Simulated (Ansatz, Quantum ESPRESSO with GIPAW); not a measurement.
# Solid-state NMR of Al2O3 (Corundum) by GIPAW

Wanted: NMR shieldings and quadrupolar couplings for each site of Al2O3 (Corundum).

What was measured: 27Al quadrupolar coupling 2.38 MHz and 27Al asymmetry η_Q 0, in “\it Ab initio 27Al NMR chemical shifts and quadrupolar parameters for Al2O3 phases and their precursors” (2011; arXiv:1110.0231), quoting earlier work. 27Al quadrupolar coupling 2.4 MHz, in “NMR spectroscopy of electroceramics – Applications to lead-free perovskite oxides” (Groszewicz, Open Ceramics 5, 100083, 2021), quoting earlier work. 17O quadrupolar coupling 2.17 MHz, in “Synthesis and multinuclear magnetic resonance studies of some nitrogen-containing ceramic phases” (Leach, Durham University PhD thesis, 1990), quoting earlier work. Signs of C_Q are not measured.

Program: Quantum ESPRESSO with GIPAW 8.0dev (patched build). Level of theory: DFT, PBE, plane-wave PAW (pslibrary 1.0.0 recipes), scalar-relativistic, GIPAW; a patched development version of the program. Results are calculated unless marked as measured.

## 1. Starting point

Symmetry: R-3c, No. 167, trigonal system. Conventional cell: a = 4.760 Å, b = 4.760 Å, c = 12.996 Å, α = 90.00°, β = 90.00°, γ = 120.00°. Nearest to Al lie 6 O at 1.85 to 1.97 Å. O has 4 Al at 1.85 to 1.97 Å nearest. Farther neighbours and most contacts between anions are not listed.

The cell is an entry of the Crystallography Open Database.

## 2. Self-consistent run

GIPAW is a response on top of the ground state, so the wavefunctions come first. Their errors pass straight into the induced current, hence the tight threshold. No empty states are asked for: the response is solved without them. The mesh has a spacing of 0.40 Å⁻¹ at most. The PAW files were made with ld1.x from the pslibrary 1.0.0 recipes, with GIPAW reconstruction switched on.

File scf.in:

```
&control
  calculation = 'scf'
  prefix = 'x'
  outdir = './tmp/'
  pseudo_dir = './'
/
&system
  ibrav = 0
  nat = 10
  ntyp = 2
  ecutwfc = 55
  ecutrho = 330
  nbnd = 24
/
&electrons
  conv_thr = 1.0d-10
  mixing_beta = 0.7
  electron_maxstep = 100
/
ATOMIC_SPECIES
  Al 26.982 Al.pbe-n-kjpaw_psl.1.0.0-gipaw.UPF
  O 15.999 O.pbe-n-kjpaw_psl.1.0.0-gipaw.UPF
CELL_PARAMETERS angstrom
  2.38025000 1.37423798 4.33186667
  -2.38025000 1.37423798 4.33186667
  0.00000000 -2.74847596 4.33186667
ATOMIC_POSITIONS crystal
  Al 0.85216000 0.85216000 0.85216000
  Al 0.64784000 0.64784000 0.64784000
  Al 0.14784000 0.14784000 0.14784000
  Al 0.35216000 0.35216000 0.35216000
  O 0.05668000 0.75000000 0.44332000
  O 0.75000000 0.44332000 0.05668000
  O 0.44332000 0.05668000 0.75000000
  O 0.94332000 0.25000000 0.55668000
  O 0.25000000 0.55668000 0.94332000
  O 0.55668000 0.94332000 0.25000000
K_POINTS automatic
  4 4 4 0 0 0
```

On the command line:

```console
$ mpirun -np 8 pw.x -nk 8 -in scf.in > scf.out
```

The log of the run:

```text
using ibrav=0 with symmetry is DISCOURAGED, use correct ibrav instead

     bravais-lattice index     =            0
     lattice parameter (alat)  =       9.6947  a.u.
     unit-cell volume          =     573.7299 (a.u.)^3
     number of atoms/cell      =           10
     number of atomic types    =            2
     number of electrons       =        48.00
     number of Kohn-Sham states=           24
     kinetic-energy cutoff     =      55.0000  Ry
     charge density cutoff     =     330.0000  Ry
     scf convergence threshold =      1.0E-10
     mixing beta               =       0.7000
     number of iterations used =            8  plain     mixing
     Exchange-correlation= SLA-PW-PBX-PBC
                           (   1   4   3   4   0   0   0)
[...]
Al                3.00    26.98200     Al( 1.00)
     O                 6.00    15.99900     O ( 1.00)

     12 Sym. Ops., with inversion, found ( 6 have fractional translation)
[...]
number of k points=    13
[...]
Dense  grid:    57929 G-vectors     FFT dimensions: (  60,  60,  60)

     Smooth grid:    31635 G-vectors     FFT dimensions: (  48,  48,  48)

     Check: negative core charge=   -0.000001

     Initial potential from superposition of free atoms

     starting charge      47.9908, renormalised to      48.0000
     Starting wfcs are   40 randomized atomic wfcs

     Self-consistent Calculation

     iteration #  1     ecut=    55.00 Ry     beta= 0.70
     Davidson diagonalization with overlap
     ethr =  1.00E-02,  avg # of iterations =  1.1

     total energy              =    -407.72356801 Ry
     estimated scf accuracy    <       2.51194745 Ry

     iteration #  2     ecut=    55.00 Ry     beta= 0.70
     Davidson diagonalization with overlap
     ethr =  5.23E-03,  avg # of iterations =  4.0

     total energy              =    -409.22817312 Ry
     estimated scf accuracy    <       0.40511674 Ry

     iteration #  3     ecut=    55.00 Ry     beta= 0.70
     Davidson diagonalization with overlap
     ethr =  8.44E-04,  avg # of iterations =  5.2

     total energy              =    -409.17308910 Ry
     estimated scf accuracy    <       0.31087057 Ry

[...]
c_bands:  5 eigenvalues not converged
     c_bands: 16 eigenvalues not converged on the other pools
[...]
total energy              =    -409.32497405 Ry
[...]
iteration # 29     ecut=    55.00 Ry     beta= 0.70
     Davidson diagonalization with overlap
     ethr =  4.53E-13,  avg # of iterations =  6.0

     total energy              =    -409.32497405 Ry
     estimated scf accuracy    <          1.0E-09 Ry

     iteration # 30     ecut=    55.00 Ry     beta= 0.70
     Davidson diagonalization with overlap
     ethr =  4.53E-13,  avg # of iterations =  9.4

     End of self-consistent calculation
     [one-electron energies left out]

!    total energy              =    -409.32497405 Ry
     total all-electron energy =     -2846.977403 Ry
     estimated scf accuracy    <          2.2E-12 Ry

     The total energy is the sum of the following terms:
     one-electron contribution =     -34.36291928 Ry
     hartree contribution      =      54.14255967 Ry
     xc contribution           =     -56.74235680 Ry
     ewald contribution        =    -176.22994619 Ry
     one-center paw contrib.   =    -196.13231146 Ry

     convergence has been achieved in  30 iterations
[...]
JOB DONE.
```

Wall time 49 s (8 MPI ranks of Arm Neoverse V1, shared host); peak memory 1.2 GiB; 6.5 min of CPU time.

It converged in 30 cycles to an estimated accuracy of 2e-12 Ry, on 13 irreducible k-points.

## 3. Shieldings

The job finds the current that a weak uniform field induces (applied as a long wave, q_gipaw) and the field that this current makes at each nucleus. On atoms with p or d valence electrons much of the paramagnetic part arises close to the nucleus, where the PAW partial waves rebuild the true states. pawproj makes the reconstruction use the PAW data sets' own projectors.

File nmr.in:

```
&inputgipaw
  job = 'nmr'
  prefix = 'x'
  tmp_dir = './tmp/'
  restart_mode = 'from_scratch'
  verbosity = 'low'
  q_gipaw = 0.01
  spline_ps = .true.
  conv_threshold = 1.0d-14
  use_nmr_macroscopic_shape = .false.
  pawproj(1) = .true.
  pawproj(2) = .true.
/
```

On the command line:

```console
$ mpirun -np 8 gipaw.x -in nmr.in > nmr.out
```

The log of the run:

```text
[banner, memory and clock lines left out]
[a note of our patched build left out]

     Parallelizing q-star over 1 images

     IMPORTANT: XC functional enforced from input :
     Exchange-correlation= PBE
                           (   1   4   3   4   0   0   0)
     Any further DFT definition will be discarded
     Please, verify this is what you really want

     Check: negative core charge=   -0.000001
[...]
WARNING: some symmetry operations do not permute x, y and z, so the susceptibility and the shape term are
     wrong: all shieldings move alike (in wurtzite BN nosym gave 13 and 6 ppm more at 3 and 6 points an axis).
     Run pw.x with nosym, and raise the mesh until the susceptibility stays

     alpha_pv=     38.5074 eV

     spline_ps is .false., expect some extrapolation errors

     q-space interpolation up to    66.00 Rydberg

     GIPAW job: nmr
     NMR macroscopic correction: no
[...]
Computing the magnetic susceptibility     isolve=0    ethr=  0.1000E-13
     Starting from scratch
     k-point #    1 of    13      pool #  1    cpu time:       0.8
[...]
End of magnetic susceptibility calculation

     f-sum rule (1st term):
           -45.0841         -0.0000          0.0000
             0.0000        -45.0841          0.0000
            -0.0000         -0.0000        -45.0768

     f-sum rule (2nd term):
            -0.9936         -0.0000          0.0000
            -0.0000         -0.9936          0.0000
             0.0000          0.0000         -0.9991

     f-sum rule (should be   -46.0706):
           -46.0777         -0.0000          0.0000
             0.0000        -46.0777          0.0000
            -0.0000         -0.0000        -46.0758

[... susceptibilities left out ...]
     Contributions to the NMR chemical shifts: -------------------------------

     Macroscopic shape contribution in ppm:                    0.00
             0.0000          0.0000          0.0000
             0.0000          0.0000          0.0000
             0.0000          0.0000          0.0000

     Core contribution in ppm:

     Atom  1  Al  pos: ( -0.000000  0.000000  2.158645)  core sigma:         766.76
     Atom  2  Al  pos: (  0.000000 -0.000000  1.641073)  core sigma:         766.76
     Atom  3  Al  pos: ( -0.000000 -0.000000  0.374500)  core sigma:         766.76
     Atom  4  Al  pos: (  0.000000  0.000000  0.892072)  core sigma:         766.76
     Atom  5  O   pos: ( -0.321677 -0.021419  1.055477)  core sigma:         271.07
     Atom  6  O   pos: (  0.142289  0.289290  1.055477)  core sigma:         271.07
     Atom  7  O   pos: (  0.179388 -0.267871  1.055477)  core sigma:         271.07
     Atom  8  O   pos: (  0.321677  0.021419  1.477668)  core sigma:         271.07
     Atom  9  O   pos: ( -0.142289 -0.289290  1.477668)  core sigma:         271.07
     Atom 10  O   pos: ( -0.179388  0.267871  1.477668)  core sigma:         271.07

     Bare contribution in ppm:

     Atom  1  Al  pos: ( -0.000000  0.000000  2.158645)  bare sigma:         -20.22
[...]
Atom  2  Al  pos: (  0.000000 -0.000000  1.641073)  bare sigma:         -20.22
[...]
Atom  3  Al  pos: ( -0.000000 -0.000000  0.374500)  bare sigma:         -20.22
[...]
Atom  4  Al  pos: (  0.000000  0.000000  0.892072)  bare sigma:         -20.22
[...]
Atom  5  O   pos: ( -0.321677 -0.021419  1.055477)  bare sigma:          45.30
[...]
Atom  6  O   pos: (  0.142289  0.289290  1.055477)  bare sigma:          45.30
[...]
Atom  7  O   pos: (  0.179388 -0.267871  1.055477)  bare sigma:          45.30
[...]
Atom  8  O   pos: (  0.321677  0.021419  1.477668)  bare sigma:          45.30
[...]
Atom  9  O   pos: ( -0.142289 -0.289290  1.477668)  bare sigma:          45.30
[...]
Atom 10  O   pos: ( -0.179388  0.267871  1.477668)  bare sigma:          45.30
[...]
Diamagnetic contribution in ppm:

     Atom  1  Al  pos: ( -0.000000  0.000000  2.158645)  dia sigma:           2.24
[...]
Atom  2  Al  pos: (  0.000000 -0.000000  1.641073)  dia sigma:           2.24
[...]
Atom  3  Al  pos: ( -0.000000 -0.000000  0.374500)  dia sigma:           2.24
[...]
Atom  4  Al  pos: (  0.000000  0.000000  0.892072)  dia sigma:           2.24
[...]
Atom  5  O   pos: ( -0.321677 -0.021419  1.055477)  dia sigma:          18.06
[...]
Atom  6  O   pos: (  0.142289  0.289290  1.055477)  dia sigma:          18.06
[...]
Atom  7  O   pos: (  0.179388 -0.267871  1.055477)  dia sigma:          18.06
[...]
Atom  8  O   pos: (  0.321677  0.021419  1.477668)  dia sigma:          18.06
[...]
Atom  9  O   pos: ( -0.142289 -0.289290  1.477668)  dia sigma:          18.06
[...]
Atom 10  O   pos: ( -0.179388  0.267871  1.477668)  dia sigma:          18.06
[...]
Paramagnetic contribution in ppm:

     Atom  1  Al  pos: ( -0.000000  0.000000  2.158645)  para sigma:        -214.37
[...]
Atom  2  Al  pos: (  0.000000 -0.000000  1.641073)  para sigma:        -214.37
[...]
Atom  3  Al  pos: ( -0.000000 -0.000000  0.374500)  para sigma:        -214.37
[...]
Atom  4  Al  pos: (  0.000000  0.000000  0.892072)  para sigma:        -214.37
[...]
Atom  5  O   pos: ( -0.321677 -0.021419  1.055477)  para sigma:          37.50
[...]
Atom  6  O   pos: (  0.142289  0.289290  1.055477)  para sigma:          37.50
[...]
Atom  7  O   pos: (  0.179388 -0.267871  1.055477)  para sigma:          37.50
[...]
Atom  8  O   pos: (  0.321677  0.021419  1.477668)  para sigma:          37.50
[...]
Atom  9  O   pos: ( -0.142289 -0.289290  1.477668)  para sigma:          37.50
[...]
Atom 10  O   pos: ( -0.179388  0.267871  1.477668)  para sigma:          37.50
[...]
Paramagnetic US occ-occ contribution in ppm:

     Atom  1  Al  pos: ( -0.000000  0.000000  2.158645)  para_oo sigma:          -0.86
[...]
Atom  2  Al  pos: (  0.000000 -0.000000  1.641073)  para_oo sigma:          -0.86
[...]
Atom  3  Al  pos: ( -0.000000 -0.000000  0.374500)  para_oo sigma:          -0.86
[...]
Atom  4  Al  pos: (  0.000000  0.000000  0.892072)  para_oo sigma:          -0.86
[...]
Atom  5  O   pos: ( -0.321677 -0.021419  1.055477)  para_oo sigma:          -0.71
[...]
Atom  6  O   pos: (  0.142289  0.289290  1.055477)  para_oo sigma:          -0.71
[...]
Atom  7  O   pos: (  0.179388 -0.267871  1.055477)  para_oo sigma:          -0.71
[...]
Atom  8  O   pos: (  0.321677  0.021419  1.477668)  para_oo sigma:          -0.71
[...]
Atom  9  O   pos: ( -0.142289 -0.289290  1.477668)  para_oo sigma:          -0.71
[...]
Atom 10  O   pos: ( -0.179388  0.267871  1.477668)  para_oo sigma:          -0.71
[...]
Paramagnetic US L_R Q_R contribution in ppm:

     Atom  1  Al  pos: ( -0.000000  0.000000  2.158645)  para_lq sigma:          -0.43
[...]
Atom  2  Al  pos: (  0.000000 -0.000000  1.641073)  para_lq sigma:          -0.43
[...]
Atom  3  Al  pos: ( -0.000000 -0.000000  0.374500)  para_lq sigma:          -0.43
[...]
Atom  4  Al  pos: (  0.000000  0.000000  0.892072)  para_lq sigma:          -0.43
[...]
Atom  5  O   pos: ( -0.321677 -0.021419  1.055477)  para_lq sigma:        -202.95
[...]
Atom  6  O   pos: (  0.142289  0.289290  1.055477)  para_lq sigma:        -202.95
[...]
Atom  7  O   pos: (  0.179388 -0.267871  1.055477)  para_lq sigma:        -202.95
[...]
Atom  8  O   pos: (  0.321677  0.021419  1.477668)  para_lq sigma:        -202.95
[...]
Atom  9  O   pos: ( -0.142289 -0.289290  1.477668)  para_lq sigma:        -202.95
[...]
Atom 10  O   pos: ( -0.179388  0.267871  1.477668)  para_lq sigma:        -202.95
[...]
Total NMR chemical shifts in ppm: ---------------------------------------
     (adopting the Simpson convention for anisotropy and asymmetry)-----------

     Atom  1  Al  pos: ( -0.000000  0.000000  2.158645)  Total sigma:         533.11
           537.1226          2.0650          0.0000
            -2.0650        537.1226         -0.0000
             0.0000         -0.0000        525.0976

     Al      1    anisotropy:    -12.02    eta:    0.0000
[...]
Atom  2  Al  pos: (  0.000000 -0.000000  1.641073)  Total sigma:         533.11
[... its tensor is left out ...]
     Atom  3  Al  pos: ( -0.000000 -0.000000  0.374500)  Total sigma:         533.11
[... its tensor is left out ...]
     Atom  4  Al  pos: (  0.000000  0.000000  0.892072)  Total sigma:         533.11
[... its tensor is left out ...]
     Atom  5  O   pos: ( -0.321677 -0.021419  1.055477)  Total sigma:         168.27
           166.7499          2.7778         -2.3273
             2.7778        169.9574          1.3437
            -1.1666          0.6735        168.1142

     O       5    anisotropy:     -6.22    eta:    0.5850
[...]
Atom  6  O   pos: (  0.142289  0.289290  1.055477)  Total sigma:         168.27
[... its tensor is left out ...]
     Atom  7  O   pos: (  0.179388 -0.267871  1.055477)  Total sigma:         168.27
[... its tensor is left out ...]
     Atom  8  O   pos: (  0.321677  0.021419  1.477668)  Total sigma:         168.27
[... its tensor is left out ...]
     Atom  9  O   pos: ( -0.142289 -0.289290  1.477668)  Total sigma:         168.27
[... its tensor is left out ...]
     Atom 10  O   pos: ( -0.179388  0.267871  1.477668)  Total sigma:         168.27
[... its tensor is left out ...]
```

It took 3.1 min on 8 MPI ranks; peak memory 0.74 GiB.

The f-sum rule is met to 0.0071 of 46.1 (0.02 %). Converged shieldings require that this miss be small, but a small miss does not prove them. gipaw.x warns that with these symmetry operations the susceptibility and the shape term are unreliable; the other terms are not touched.

From the symmetric part of each tensor, with principal values σ11 ≤ σ22 ≤ σ33: σ_iso is their mean, the span is σ33 − σ11 and the skew 3(σ_iso − σ22)/span. (gipaw.x prints an anisotropy in another convention.)

```tsv
site	atom no.	atoms in cell	σ_iso (ppm)	span (ppm)	skew
Al	1	4	533.1	12.0	-1.00
O	5	6	168.3	7.4	-0.35
```

The macroscopic shape term is switched off. For a spherical sample the valence susceptibility of this run would add about 10 ppm to every site, a rough estimate, since the susceptibility converges slowly and lacks part of the PAW terms, above all in hexagonal and trigonal cells. Differences within the crystal don't depend on it, but shieldings of different compounds can't be compared to better than a few ppm without it.

An axis of order three or more runs through Al, so two principal values coincide and the skew is ±1. In this run the largest span is that of Al (site symmetry 3), with principal values 525.1, 537.1 and 537.1 ppm.

(Part 1 of 2 ends here.)

[Banner, clock, file and message-heading lines were taken out of the pw.x and gipaw.x logs.]

[Logs are printed without paths, hosts, clocks, repeated set-up lines and the standing remarks that a program may print on its own settings, such as how far it seeks lower states.]

[Hosts, paths, dates, database ids (printed as entryN), source tags and the programs' standing remarks are cut or masked in the printed files.]

[Where no reference line passes its bar on scatter, no shift is given, so a measured shift of this compound may stand uncompared.]
